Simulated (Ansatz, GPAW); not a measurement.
# A 6-layer slab of Re(0001): converging a work function, part 2 of 2

Wanted: a convergence study on the slab a 6-layer slab of Re(0001).

GPAW 26.7.0 and Ansatz 0.2.0; Ansatz plane waves; slab in vacuum with a dipole correction, relaxation (the session's first sound run).

So far, upper work function (eV): 4.92 in steps 2, 3 and 6.

**9. K mesh 20×20: kpts = [20, 20]**

File run.py:

```python
import json
import numpy as np
from ase import Atoms
from gpaw import GPAW, PW

slab = Atoms(
    ['Re', 'Re', 'Re', 'Re', 'Re', 'Re'],
    positions=[
        [2.76000, 1.59349, 9.00000],
        [0.00000, 0.00000, 11.22870],
        [2.76000, 1.59349, 13.45740],
        [-0.00000, -0.00000, 15.66228],
        [2.76000, 1.59349, 17.98276],
        [-0.00000, -0.00000, 20.09918]],
    cell=[[2.76, 0.0, 0.0], [1.38, 2.39023, 0.0], [0.0, 0.0, 29.1435]],
    pbc=[True, True, False])

slab.calc = GPAW(mode=PW(400), xc='PBE', kpts={'size': (20, 20, 1), 'gamma': True},
                 occupations={'name': 'fermi-dirac', 'width': 0.1}, nbands='140%',
                 convergence={'density': 1e-05}, maxiter=200,
                 poissonsolver={'dipolelayer': 'xy'},
                 symmetry={'tolerance': 1e-3}, txt='slab.txt')
result = {}
energy = slab.get_potential_energy()
fermi = slab.calc.get_fermi_level()
v = slab.calc.get_electrostatic_potential().mean((0, 1)) - fermi
n = slab.calc.get_pseudo_density().mean((0, 1))
L = slab.cell[2, 2]
z = np.arange(len(v)) * L / len(v)
low, high = slab.positions[:, 2].min(), slab.positions[:, 2].max()
below, above = np.interp([low - 6.8, high + 6.8], z, v)
slopes = [np.interp(x, z, np.gradient(v, z)) for x in (low - 6.8, high + 6.8)]
eps = np.array([[slab.calc.get_eigenvalues(k, s) for k in range(len(slab.calc.get_ibz_k_points()))]
                for s in range(slab.calc.get_number_of_spins())]) - fermi
top, bottom = eps[eps < 0].max(), eps[eps > 0].min()
dipole = slab.get_dipole_moment()[2]
print(f'energy {energy:.4f} eV, Fermi level {fermi:.4f} eV, dipole {dipole:.5f} e A')
print(f'potential 6.8 A off the faces, from the Fermi level: lower {below:.4f} eV, upper {above:.4f} eV')
print(f'slope of the potential there: lower {slopes[0]:.5f}, upper {slopes[1]:.5f} eV/A')
print(f'nearest levels on the mesh: {top:.4f} and {bottom:.4f} eV')
print('magnetic moment', round(slab.get_magnetic_moment(), 3))
result.update(energy=energy, fermi=fermi, dipole=dipole, below=below, above=above, slopes=slopes, edges=[top, bottom],
              z=z.tolist(), v=v.tolist(), n=n.tolist(), positions=slab.positions.tolist(),
              forces=slab.get_forces(apply_constraint=False).tolist(), moments=slab.get_magnetic_moments().tolist())
json.dump(result, open('result.json', 'w'))
```

The run is started by

```console
$ OMP_NUM_THREADS=1 OPENBLAS_NUM_THREADS=1 python run.py
```

Wall time 4.7 min (1 thread of Intel Xeon Platinum 8375C at 2.90GHz (Ice Lake), shared host); peak memory 0.34 GiB.

Numbers from this step:

```yaml
dipole_along_the_normal: 0.003535 e·Å
levels_nearest_the_fermi_level_on_the_mesh: -0.01588, 0.008539 eV from the Fermi level
upper_work_function: 4.940 eV
lower_work_function: 5.037 eV
```

The electrostatic potential energy of an electron (without an applied field's), less the Fermi level, planar mean oscillates, so the rows of the table below give means over windows of 2.21 Å about each position, cut where the curve ends. Its maxima inside the range that stand out by 2 % of the span (Å: eV): 10.1: -2.16, 12.3: -2.32, 14.6: -2.35, 16.8: -1.40, 19.0: -3.35. Its minima: 9.0: -29.1, 11.2: -29.6, 13.5: -29.3, 15.7: -29.4, 18.0: -29.4, 20.1: -29.2.

Table of electrostatic potential energy of an electron (without an applied field's), less the Fermi level, planar mean by z; means over each step:

```
z (Å)  electrostatic potential energy of an electron (without an applied field's), less the Fermi level, planar mean (eV)
 1.10                                                                                                                5.03
 3.31                                                                                                                5.04
 5.53                                                                                                                5.00
 7.73                                                                                                               -2.84
 9.95                                                                                                               -14.2
12.16                                                                                                               -14.3
14.37                                                                                                               -14.5
16.57                                                                                                               -13.2
18.79                                                                                                               -15.6
21.00                                                                                                               -8.31
23.21                                                                                                                4.85
25.41                                                                                                                4.94
27.62                                                                                                                4.94
```

The upper face's work function is 4.940 eV, against 4.918 eV in the first plane-wave PBE run at this geometry.

**10. Scheme Fermi-Dirac, smearing 0.3**

Smearing changes the occupations near the Fermi level, and with them the level itself. Smearing helps the SCF of a metal converge, but it blurs occupations at band edges near the Fermi level.

Changes to run.py since step 9:

```diff
@@ -17,4 +17,4 @@
 
-slab.calc = GPAW(mode=PW(400), xc='PBE', kpts={'size': (20, 20, 1), 'gamma': True},
-                 occupations={'name': 'fermi-dirac', 'width': 0.1}, nbands='140%',
+slab.calc = GPAW(mode=PW(400), xc='PBE', kpts={'size': (13, 13, 1), 'gamma': True},
+                 occupations={'name': 'fermi-dirac', 'width': 0.3}, nbands='140%',
                  convergence={'density': 1e-05}, maxiter=200,
```

Wall time 2.3 min (1 thread); peak memory 0.25 GiB.

This step gave:

```yaml
dipole_along_the_normal: 0.003635 e·Å
levels_nearest_the_fermi_level_on_the_mesh: -2.28e-4, 0.004170 eV from the Fermi level
lower_work_function: 5.040 eV
```

The upper face's work function is 4.940 eV, against 4.918 eV in the first plane-wave PBE run at this geometry.

**11. All levels side by side**

Times are for 1 thread of Intel Xeon Platinum 8375C at 2.90GHz (Ice Lake), shared host. The runs compared:

```
no.                               run  upper work function (eV)  lower work function (eV)     time  memory (GiB)
  1                                pw                     4.918                     5.023  3.7 min          0.25
  2                        cutoff 700                     4.919                     5.024  7.8 min          0.43
  3                      k mesh 20×20                     4.940                     5.037  4.7 min          0.34
  4  scheme Fermi-Dirac, smearing 0.3                     4.940                     5.040  2.3 min          0.25
```

**12. Without the dipole layer**

The dipole layer is taken out and the cell repeats along the normal.

Changes to run.py since step 10:

```diff
@@ -15,8 +15,7 @@
     cell=[[2.76, 0.0, 0.0], [1.38, 2.39023, 0.0], [0.0, 0.0, 29.1435]],
-    pbc=[True, True, False])
+    pbc=[True, True, True])
 
 slab.calc = GPAW(mode=PW(400), xc='PBE', kpts={'size': (13, 13, 1), 'gamma': True},
-                 occupations={'name': 'fermi-dirac', 'width': 0.3}, nbands='140%',
+                 occupations={'name': 'fermi-dirac', 'width': 0.1}, nbands='140%',
                  convergence={'density': 1e-05}, maxiter=200,
-                 poissonsolver={'dipolelayer': 'xy'},
                  symmetry={'tolerance': 1e-3}, txt='slab.txt')
```

Wall time 2.5 min (1 thread); peak memory 0.25 GiB.

The run finished with changed settings (dipole = false and pbc_z = true); it serves as a test.

Side by side:

```
                     quantity   this run  sound run  difference
dipole along the normal (e·Å)  0.0078027  0.0038055     0.00400
     upper work function (eV)     4.9538     4.9178      0.0361
     lower work function (eV)     4.9865     5.0227     -0.0362
```

The two runs differ clearly in the upper work function: 4.95 eV against 4.92 eV.

**13. Side by side**

Results and costs are gathered.

This step: comparison of work functions, dipole and cost (GPAW 26.7.0).

Ladder, by row:

```
   step  code  work function, upper (eV)  work function, lower (eV)  dipole (e Å)  wall time (s)  peak memory (GiB)  threads
     pw  GPAW                      4.918                      5.023      0.003805          224.8               0.25        1
ecut200  GPAW                      4.936                      5.041      0.003502          66.22               0.17        1
ecut300  GPAW                       4.92                      5.026      0.003804          92.93               0.21        1
ecut700  GPAW                      4.919                      5.024      0.003793          465.8               0.43        1
     k4  GPAW                      4.508                      4.693      0.006733          29.69                0.2        1
     k8  GPAW                      4.933                      5.015      0.002981          77.51               0.22        1
    k20  GPAW                       4.94                      5.037      0.003535          281.3               0.34        1
  smear  GPAW                       4.94                       5.04      0.003635          138.4               0.25        1
  nodip  GPAW                      4.954                      4.987      0.007803          151.9               0.25        1
```

**14. A changed run**

One more run, with changed settings.

This step: GPAW, PAW setups; slab in vacuum (GPAW 26.7.0).

Changes to run.py since step 12:

```diff
@@ -19,3 +19,4 @@
                  occupations={'name': 'fermi-dirac', 'width': 0.1}, nbands='140%',
-                 convergence={'density': 1e-05}, maxiter=200,
+                 convergence={'density': 1e-05}, maxiter=75,
+                 poissonsolver={'dipolelayer': 'xy'},
                  symmetry={'tolerance': 1e-3}, txt='slab.txt')
```

The job ended after 1.6 s (1 thread; peak memory 0.15 GiB).

The program refused the input before any cycle.

The fault put into the input: a dipole layer in a cell that repeats along the normal (pbc_z = true).

**15. Summary of results**

```json
{
  "work function, upper and lower face": "4.918 and 5.023 eV",
  "dipole along the normal": "0.00381 e Å"
}
```

What this shows: With plane waves and PBE the work function is 4.92 eV on the upper face and 5.02 eV on the lower. The two faces differ by 0.10 eV, the step that the slab's dipole makes (e p/(ε0 A) gives 0.10 eV), so the dipole layer is needed. The lowest atoms were held at bulk positions, which alone makes the faces unlike. The measured value for this face is 5.15 eV (as compiled in "Anisotropic work function of elemental crystals", 2019, arxiv:1902.07811); the relaxed upper face lies 0.23 eV under it with PBE. Measured work functions scatter by a tenth of an eV or more between methods. The other smearing (Fermi-Dirac of 0.3 eV in place of Fermi-Dirac of 0.1) moves the two faces by 0.022 and 0.018 eV on the same mesh; a mesh is converged only for its smearing. Over the sound runs of the table the upper face's work function spans 4.918 (pw) to 4.940 eV (smear). The in-plane lattice was kept as typed, which isn't the functional's own and leaves some strain; spin-orbit coupling and temperature are left out.

[Logs are printed without paths, hosts, clocks, repeated set-up lines and the standing remarks that a program may print on its own settings, such as how far it seeks lower states.]

[Hosts, paths, dates, database ids (printed as entryN), source tags and the programs' standing remarks are cut or masked in the printed files.]
